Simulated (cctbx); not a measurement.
# Tb3Tl3Si2Ge: as given, inverted or twinned?

Space group P-62m (no. 189), a = 7.4260 Å, b = 7.4260 Å, c = 4.3550 Å, α = 90.00°, β = 90.00°, γ = 120.00°.

```csv
atom,mult.,x,y,z,Ueq (Å²)
Tl1,3,0,0.2301,1/2,0.0144
Tb1,3,0,0.5826,0,0.0182
Ge1,1,0,0,0,0.0305
Si1,2,1/3,2/3,1/2,0.0280
```

The model was made for the exercise: a known structure type with other elements put in, its volume estimated, not relaxed; displacement parameters are assumed.

Data sets are simulated with cctbx and refined with Bijvoet mates kept apart; Flack x is then fitted as the share of an inverted twin with the atoms fixed, Hooft y from the Bijvoet differences. The group is acentric but holds improper operations, so there is an absolute structure (orientation) and no hand.

Untwinned crystal. What Flack and Hooft values should come out?

```
  λ (Å)  extinction (unmodelled)  d min (Å)  top counts  error (%)     model      R1  Flack x   s.u.  Hooft y   s.u.  pairs
0.71073                        0       0.77        5000        1.5  as given  0.0130     0.01   0.02    0.012  0.017     82
0.71073                        0       0.77        5000        1.5  inverted  0.0569     0.99   0.02    0.997  0.018     82
1.54184                        0       0.83       40000          6  as given  0.0090   -0.002  0.007    0.003  0.009     64
```

With Mo Kα, x is within 3 s.u. of 0, so the absolute structure is right. With Cu Kα, x is within 3 s.u. of 0, so the absolute structure is right. Inverting the model turns x into about 1 − x.

A further crystal gives:

| λ (Å) | extinction (unmodelled) | d min (Å) | top counts | error (%) | model | R1 | Flack x | s.u. | Hooft y | s.u. | pairs |
| --- | --- | --- | --- | --- | --- | --- | --- | --- | --- | --- | --- |
| 0.71073 | 0 | 0.77 | 5000 | 4 | as given | 0.0241 | 0.33 | 0.02 | 0.311 | 0.019 | 82 |

**Question.** What is it?

It was simulated as an inversion twin with a fraction 0.3 of the inverted domain. Flack x is over 3 s.u. from both 0 and 1 and reads that fraction.

[Logs are printed without paths, hosts, clocks, repeated set-up lines and the standing remarks that a program may print on its own settings, such as how far it seeks lower states.]
